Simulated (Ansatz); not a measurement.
# Quasiparticle gap of SiBPC (zincblende [110] superlattice), part 2 of 2

Aim: the quasiparticle gap of SiBPC (zincblende [110] superlattice), starting from PBEsol.

Ansatz 0.2.0; PBEsol, then G0W0 on it, plane waves, PAW. Known limits of the many-body steps: finite bands, screening cutoff and k mesh; no spin-orbit coupling in G0W0; screening cutoff under 40 eV in some runs.

So far. Step 2 (Bands along the symmetry lines): Over mesh and path the gap is 0.476 eV, from k = (0.000, 0.000, 0.500) to k = (-0.500, 0.000, 0.000). The least direct gap found is 0.511 eV, at k = Γ. The program's warnings for this run: structure snapped to symmetry.

In doubt: masses and optical values from hybrid runs of this build are listed as unsure (in some of the runs), which bears on the screening that GW takes from such a start.

## Step 3: The quasiparticle correction

G0W0 replaces the xc potential by a self-energy built once from the orbitals of the start. Levels are corrected in the window of bands that the input names, at points of the mesh.

This step: G0W0 on PBEsol, plane waves, PAW; PAW set soft_1.

Input file input.yaml:

```yaml
crystal:
  lattice:
    - [3.140640583, 0.0, 0.0]
    - [0.0, 4.4528456644, 5.055e-07]
    - [0.0, 1.4305e-06, 12.6006533662]
  atoms:
    - { symbol: B, position: [0.0, -0.0370428432, 0.0567315172] }
    - { symbol: P, position: [0.5, 0.219662304, 0.0720666123] }
    - { symbol: B, position: [0.5, 0.4709245627, 0.197766228] }
    - { symbol: P, position: [0.0, 0.7235339537, 0.1899345751] }
    - { symbol: B, position: [0.0, -0.0290762478, 0.3174022495] }
    - { symbol: P, position: [0.5, 0.2235335371, 0.3252337836] }
    - { symbol: B, position: [0.5, 0.4629538172, 0.4584365217] }
    - { symbol: P, position: [0.0, 0.7196604401, 0.4431020583] }
    - { symbol: Si, position: [0.0, 0.0390098307, 0.5811794873] }
    - { symbol: C, position: [0.5, 0.277716684, 0.5725258259] }
    - { symbol: Si, position: [0.5, 0.5298817203, 0.6945163783] }
    - { symbol: C, position: [0.0, 0.7763148352, 0.6990456853] }
    - { symbol: Si, position: [0.0, 0.029882343, 0.8206533273] }
    - { symbol: C, position: [0.5, 0.276314885, 0.8161246074] }
    - { symbol: Si, position: [0.5, 0.5390119594, 0.9339905031] }
    - { symbol: C, position: [0.0, 0.7777182187, 0.9426438346] }
kpoints:
  mp_grid: { grid: [4, 4, 2] }
hamiltonian:
  xc: pbesol
  pseudopotentials: { kind: paw, azcp: { folder: soft_1 }, xc_functional: pbe }
scf:
  occupations: { method: fixed }
gw:
  n_empty_bands: 341
  ecut_chi: 90.0
  qp_bands: [v4, c4]
  qp_kpoints: band_edges
  screening: { model: contour_deformation }
```

Run with:

```console
$ ansatz run input.yaml --threads 4 --pin off --max-ram 17510MiB --backend cpu --events-out ev --progress --plain --runs-dir out
```

Numbers of over 12 decimals in the logs are rounded to 6 here.

The program printed:

```text
[...]
Crystal: 16 atoms, lattice volume = 176.217 Å³
Basis set: ecut = 420 eV, 3451 PW (Γ)
Bands: 48, of which v1, the nominal top of the filled ones, is band 32 counted from 1 (31 counted from 0)
Symmetry: 4 space group operations
[...]
k-points: 18 of 32 (time reversal used)
[...]
SCF iter   1: F=—  HF=-7056.130283 eV  |F-HF|=—  |Δ(HF+E_count)|=         —  Δρ=1.06e-1  dr2=2.58e1  ethr=3.10e-3  ⟨swp⟩=5.6  Hψ=3423  notcnv=0  defer=243
[...]
SCF iter   8: F=-7047.963817 eV  HF=-7047.963817 eV  |F-HF|=2.54e-8  |Δ(HF+E_count)|=   2.64e-7  Δρ=4.51e-6  dr2=4.86e-8  ethr=1.56e-10  ⟨swp⟩=16.5  Hψ=5751  notcnv=0
SCF 1 converged in 8 iterations: F = -7047.963817 eV  dr2 = 4.86e-8
[...]
NSCF: frozen V_eff on 18 k-points
G₀W₀ screening: q 1/18
[... further progress lines ...]
SCF converged after 8 iterations
Free energy (F): -7047.963817 eV
[...]
Internal energy: -7047.963817 eV  (E = F + TS)
E sigma→0 (E₀):  -7047.963817 eV
Fermi energy:    9.968797 eV
[...]
--- Band table (eV; the first three rows and the last of 18) ---
  k-point 0: bands = [... 28 lower, 9.4301, 9.4827, 9.6857, 9.9502, 10.4528, 11.5902, 11.9288, 12.3066, ... 12 higher]
  k-point 1: bands = [... 28 lower, 8.9499, 9.3864, 9.5350, 9.9688, 10.8162, 11.5166, 12.2187, 12.6294, ... 12 higher]
  k-point 2: bands = [... 28 lower, 8.8939, 9.0022, 9.0374, 9.0871, 10.9210, 12.0511, 12.3836, 12.8892, ... 12 higher]
  k-point 17: bands = [... 28 lower, 7.5707, 7.5707, 7.9145, 7.9145, 13.3920, 13.3920, 13.7825, 13.7825, ... 12 higher]
--- G₀W₀: contour deformation, 7 samples at zero and on the imaginary axis and 1 off it, 32 q-points, 341 empty bands' worth ---
  eigenvalues of the whole cell's RPA ε∞ on this k-mesh (on a slab, of 1 + 4πα/V) = 8.2039, 8.3514, 10.0509; static W/v taken at q = 0 is 0.106946
  bands read: the sum over 373 bands ends inside a degenerate multiplet in 10 slots, whose members it reads at an even weight; the widest, k=4: bands 373 to 374 (counted from 1) at 1/2 each
  gw.qp_kpoints: band_edges: 9 of 18 stored k-points solved, in 1 pass; an edge of the gap read off the rows below is read off those points alone
    valence top: of the k-points left out ik 6 came nearest to being solved in a further pass, in band 32 (counted from 1, as in the quasiparticle table): it holds the edge there only if its correction is more favourable than any solved in that band by at least 0.810 eV; those differ by 0.170 eV
    conduction bottom: of the k-points left out ik 15 came nearest to being solved in a further pass, in band 33 (counted from 1, as in the quasiparticle table): it holds the edge there only if its correction is more favourable than any solved in that band by at least 0.993 eV; those differ by 0.170 eV
    ik  band        ε_KS         Σx   Σc(E_QP)       V_xc       Z   E_QP_lin       E_QP  E_QP is
     0    29      9.4301   -17.3767     1.8431   -15.2511  0.7879     9.1469     9.1475  root
     0    30      9.4827   -16.9743     1.5458   -15.1805  0.7918     9.2343     9.2347  root
     0    31      9.6857   -16.9887     1.5204   -15.2280  0.7919     9.4450     9.4455  root
     0    32      9.9502   -16.8903     1.5663   -15.0694  0.7910     9.6953     9.6957  root
     0    33     10.4528    -7.2643    -3.9712   -11.6729  0.8098    10.8915    10.8902  root
     0    34     11.5902    -7.3378    -4.2429   -12.0481  0.8039    12.0593    12.0577  root
     0    35     11.9288    -7.1558    -4.3935   -12.0603  0.8042    12.4419    12.4398  root
     0    36     12.3066    -7.3024    -4.3810   -12.2283  0.8073    12.8539    12.8515  root
     1    29      8.9499   -17.0745     1.6662   -15.1179  0.7884     8.6590     8.6595  root
     1    30      9.3864   -17.3191     1.8526   -15.1803  0.7878     9.0997     9.1002  root
     1    31      9.5350   -16.7267     1.4470   -15.0073  0.7919     9.2623     9.2627  root
     1    32      9.9688   -16.9272     1.5680   -15.1068  0.7911     9.7161     9.7165  root
     1    33     10.8162    -7.1874    -4.1360   -11.7902  0.8076    11.2845    11.2829  root
     1    34     11.5166    -7.2114    -4.2833   -11.9730  0.8052    11.9965    11.9949  root
     1    35     12.2187    -7.4718    -4.2952   -12.2719  0.7998    12.7255    12.7235  root
     1    36     12.6294    -7.2328    -4.4830   -12.2454  0.8000    13.1615    13.1591  root
     2    29      8.8939   -17.0751     1.7084   -15.0557  0.7873     8.5824     8.5830  root
     2    30      9.0022   -17.3016     1.9395   -15.0423  0.7862     8.6816     8.6824  root
     2    31      9.0374   -16.8783     1.8098   -14.7657  0.7868     8.7339     8.7346  root
     2    32      9.0871   -16.9187     1.6399   -14.9800  0.7896     8.7878     8.7884  root
     2    33     10.9210    -7.4019    -4.0704   -11.9335  0.8077    11.3837    11.3822  root
     2    34     12.0511    -7.1679    -4.3795   -12.0544  0.8026    12.5602    12.5581  root
     2    35     12.3836    -7.2489    -4.4786   -12.2645  0.8015    12.9231    12.9207  root
     2    36     12.8892    -7.0811    -4.5016   -12.1339  0.8045    13.4430    13.4404  root
     3    29      8.9684   -17.2399     1.9364   -14.9778  0.7861     8.6419     8.6427  root
     3    30      9.0112   -17.0402     1.6956   -15.0585  0.7890     8.7245     8.7251  root
     3    31      9.0535   -16.9304     1.8169   -14.8120  0.7868     8.7514     8.7520  root
     3    32      9.1803   -17.1270     1.6730   -15.1805  0.7890     8.9062     8.9068  root
     3    33     11.3848    -7.1613    -4.2815   -11.9393  0.8057    11.8831    11.8813  root
     3    34     11.7710    -7.6282    -4.2496   -12.3789  0.8025    12.2740    12.2720  root
     3    35     12.7785    -7.1015    -4.4964   -12.1289  0.7987    13.3119    13.3094  root
     3    36     13.0364    -7.3045    -4.5738   -12.4389  0.7974    13.5997    13.5969  root
     4    29      8.1186   -17.0971     2.0136   -14.7385  0.7829     7.7728     7.7737  root
     4    30      8.1186   -17.0971     2.0136   -14.7385  0.7829     7.7728     7.7737  root
     4    31      8.4494   -17.4457     2.1500   -14.9347  0.7826     8.0872     8.0883  root
     4    32      8.4494   -17.4457     2.1500   -14.9347  0.7826     8.0872     8.0883  root
     4    33     12.0001    -7.9088    -4.2256   -12.6594  0.8019    12.5273    12.5251  root
     4    34     12.0001    -7.9088    -4.2256   -12.6594  0.8019    12.5273    12.5251  root
     4    35     13.3816    -8.3236    -4.6568   -13.5912  0.7927    13.9959    13.9924  root
     4    36     13.3816    -8.3236    -4.6568   -13.5912  0.7927    13.9959    13.9924  root
[...]
13    33     10.6360    -7.6497    -3.9072   -11.9922  0.8075    11.0727    11.0713  root
    13    34     10.6360    -7.6497    -3.9072   -11.9922  0.8075    11.0727    11.0713  root
    13    35     11.6255    -7.3744    -4.1211   -11.9704  0.8067    12.1020    12.1004  root
    13    36     11.6255    -7.3744    -4.1211   -11.9704  0.8067    12.1020    12.1004  root
    16    29      7.9603   -17.5285     2.1840   -14.9886  0.7829     7.6034     7.6044  root
    16    30      7.9603   -17.5285     2.1840   -14.9886  0.7829     7.6034     7.6044  root
    16    31      8.0916   -17.5090     2.1615   -15.0106  0.7826     7.7537     7.7546  root
    16    32      8.0916   -17.5090     2.1615   -15.0106  0.7826     7.7537     7.7546  root
    16    33     13.3482    -8.0707    -4.5345   -13.2037  0.7949    13.9503    13.9468  root
    16    34     13.3482    -8.0707    -4.5345   -13.2037  0.7949    13.9503    13.9468  root
    16    35     13.5437    -7.8527    -4.6074   -13.0685  0.7908    14.1558    14.1521  root
    16    36     13.5437    -7.8527    -4.6074   -13.0685  0.7908    14.1558    14.1521  root
```

Wall time 6.4 min (4 threads of Arm Neoverse V1, shared host); peak memory 2.5 GiB; 24 min of CPU time.

This step gave:

```
bands summed                                    : 373
RPA ε∞ on this mesh (eigenvalues)               : 8.204, 8.351, 10.05
plane waves in the screening matrix             : 337
q-points in the mesh                            : 32
G0W0 gap over the corrected points              : 1.150 eV
k of the valence top                            : 0, 0, -0.5
k of the conduction bottom                      : -0.5, 0, 0
starting gap on the mesh                        : 0.4683 eV
Z at the valence top                            : 0.7911
Z at the conduction bottom                      : 0.8104
least direct G0W0 gap over the corrected points : 1.195 eV
```

Over 9 of 18 irreducible mesh points the G0W0 gap is 1.150 eV, from k = (0.000, 0.000, -0.500) to k = (-0.500, 0.000, 0.000). The PBEsol gap of this run on the mesh is 0.468 eV. The two states that bound the G0W0 gap lie that far apart at the start, so the correction of the gap is 1.150 − 0.468 = +0.682 eV. The start of this run differs from the step before in mesh (8×6×2 and 4×4×2). The program's warnings for this run: structure snapped to symmetry.

Labels follow the order of the start: v1 is the top filled band, c1 the lowest empty one; levels that stay degenerate share a row, the window can cut a multiplet, doubted levels are not marked in this list, bands outside the window were not corrected, and the list may be a part of the corrected levels. Levels before and after the correction, in eV, zero at the valence-band top of each column:

|  | conduction bottom | valence top |
| --- | --- | --- |
| Kohn-Sham | 0.47 | 0.00 |
| G0W0 | 1.15 | 0.00 |

|  | level | occupation | energy (eV) |
| --- | --- | --- | --- |
| Kohn-Sham | (0 0 -0.5) v3 | 2 | -0.582 |
| Kohn-Sham | (0 0 -0.5) v2 | 2 | -0.434 |
| Kohn-Sham | (0 0 -0.5) v1 | 2 | 0.000 |
| Kohn-Sham | (0 0 -0.5) c1 | 0 | 0.847 |
| Kohn-Sham | (0 0 -0.5) c2 | 0 | 1.548 |
| Kohn-Sham | (0 0 -0.5) c3 | 0 | 2.250 |
| Kohn-Sham | (-0.5 0 0) v3 | 2 | -3.973 |
| Kohn-Sham | (-0.5 0 0) v2-v1 | 2 | -2.173 |
| Kohn-Sham | (-0.5 0 0) c1-c2 | 0 | 0.468 |
| Kohn-Sham | (-0.5 0 0) c3 | 0 | 1.392 |
| G0W0 | (0 0 -0.5) v3 | 2 | -0.616 |
| G0W0 | (0 0 -0.5) v2 | 2 | -0.454 |
| G0W0 | (0 0 -0.5) v1 | 2 | 0.000 |
| G0W0 | (0 0 -0.5) c1 | 0 | 1.566 |
| G0W0 | (0 0 -0.5) c2 | 0 | 2.278 |
| G0W0 | (0 0 -0.5) c3 | 0 | 3.007 |
| G0W0 | (-0.5 0 0) v3 | 2 | -4.165 |
| G0W0 | (-0.5 0 0) v2-v1 | 2 | -2.278 |
| G0W0 | (-0.5 0 0) c1-c2 | 0 | 1.150 |
| G0W0 | (-0.5 0 0) c3 | 0 | 2.098 |

The parts of the quasiparticle energy for the two states that bound the G0W0 gap, in eV on the run's own scale (QP = start + Σx + Σc − Vxc, with Σc at the quasiparticle energy):

| edge | k | band | start | Σx | Σc | Vxc | Z | QP |
| --- | --- | --- | --- | --- | --- | --- | --- | --- |
| valence top | (0.000, 0.000, -0.500) | 32 | 9.969 | −16.927 | 1.568 | −15.107 | 0.791 | 9.716 |
| conduction bottom | (-0.500, 0.000, 0.000) | 33 | 10.437 | −7.343 | −3.920 | −11.692 | 0.810 | 10.866 |

## Step 4: Side by side

Each gap is the least one over the points named; times are wall times on shared hosts, not benchmarks. A G0W0 time includes the run's own self-consistent start. Rows marked * are further runs, not shown as steps, whose inputs differ from the G0W0 step on the same start in the columns given; solver thresholds can differ too. Symmetry makes (0.000, 0.000, 0.500) and (0.000, 0.000, -0.500) one point.

| level | mesh | files, cutoff | bands summed, screening | points | gap (eV) | valence top | conduction bottom | least direct gap (eV) | time |
| --- | --- | --- | --- | --- | --- | --- | --- | --- | --- |
| PBEsol | 8×6×2 | soft_1 PAW, 420 eV | - | mesh and path | 0.476 | (0.000, 0.000, 0.500) | (-0.500, 0.000, 0.000) | 0.511 | 23 s |
| G0W0@PBEsol* | 4×4×2 | soft_1 PAW, 420 eV | 118, 36 eV | 9 of 18 irreducible mesh points | 0.871 | (0.000, 0.000, -0.500) | (-0.500, 0.000, 0.000) | 0.919 | 65 s |
| G0W0@PBEsol | 4×4×2 | soft_1 PAW, 420 eV | 373, 90 eV | 9 of 18 irreducible mesh points | 1.150 | (0.000, 0.000, -0.500) | (-0.500, 0.000, 0.000) | 1.195 | 6.4 min |

## Step 5: What came out

| Property | Result |
| --- | --- |
| PBEsol gap over mesh and path | 0.476 eV, from k = (0.000, 0.000, 0.500) to k = (-0.500, 0.000, 0.000) |
| G0W0@PBEsol gap over 9 of 18 irreducible mesh points | 1.150 eV, from k = (0.000, 0.000, -0.500) to k = (-0.500, 0.000, 0.000) |
| GW settings | 4×4×2 mesh, 341 empty bands, screening to 90 eV, PAW set soft_1 files |
| known limits | finite bands, screening cutoff and k mesh; no spin-orbit coupling in G0W0; screening cutoff under 40 eV in some runs |

What this shows: Over 9 of 18 irreducible mesh points the G0W0 gap is 1.150 eV, from k = (0.000, 0.000, -0.500) to k = (-0.500, 0.000, 0.000). The PBEsol gap of this run on the mesh is 0.468 eV. The two states that bound the G0W0 gap lie that far apart at the start, so the correction of the gap is 1.150 − 0.468 = +0.682 eV. The valence state moves by 9.716 − 9.969 = −0.253 eV and the conduction state by 10.866 − 10.437 = +0.429 eV, on the run's own scale; with 118 bands the edge states move by +0.535 and +0.938 eV, so the split between the edges depends on the bands and cutoff. Both edges that PBEsol shows over mesh and path lie at k points where levels were corrected. Levels at other points were not corrected, so a lower G0W0 gap elsewhere in the zone is not ruled out. From 118 bands and 36 eV to 373 bands and 90 eV the gap moves by 1.150 − 0.871 = +0.279 eV; bands and screening cutoff rise together, so their parts are not told apart. Two runs can't test a law of convergence, so the limit is not known. G0W0 on other starts in this series, not shown as steps and not all at these settings: 1.288 eV on HSE06 (4×4×2, soft_1 PAW, 190 bands, 54 eV). For the G0W0 step: the program's warnings for this run: structure snapped to symmetry. For the further run with 118 bands on the 4×4×2 mesh, the program warns: structure snapped to symmetry. The G0W0 runs are scalar-relativistic. No pair of G0W0 runs that differ in the mesh alone is shown (4×4×2 is a supercell whose nearest images lie 13 Å apart), so the error from the mesh is not known here. G0W0 is shown with one set of atomic data (soft_1 PAW), so the error from the files is not known here. A screening cutoff under 40 eV is crude: G0W0@PBEsol with 118 bands at 36 eV.

[Paths, hosts, dates, memory and timing lines, banners, echoed tables and standing remarks are left out of the program output.]

[Logs are printed without paths, hosts, clocks, repeated set-up lines and the standing remarks that a program may print on its own settings, such as how far it seeks lower states.]

[Runs of the session that timed out or met a known fault of the program may be left out.]

[Cells called generated may have been cut or substituted from an entry of the Crystallography Open Database or the Materials Project.]

[Hosts, paths, dates, database ids (printed as entryN), source tags and the programs' standing remarks are cut or masked in the printed files.]

[Where an RPA ε∞ is given, it is that of the G0W0 mesh and is not shown converged in it. Names of k-points follow the symmetry that the program found, which can be lower than the space group named. Band edges on a path are those of the sampled points; other points can move an edge, and change direct to indirect where valleys lie close.]

[Hybrid gaps are those of their k-mesh and are not shown converged in it.]
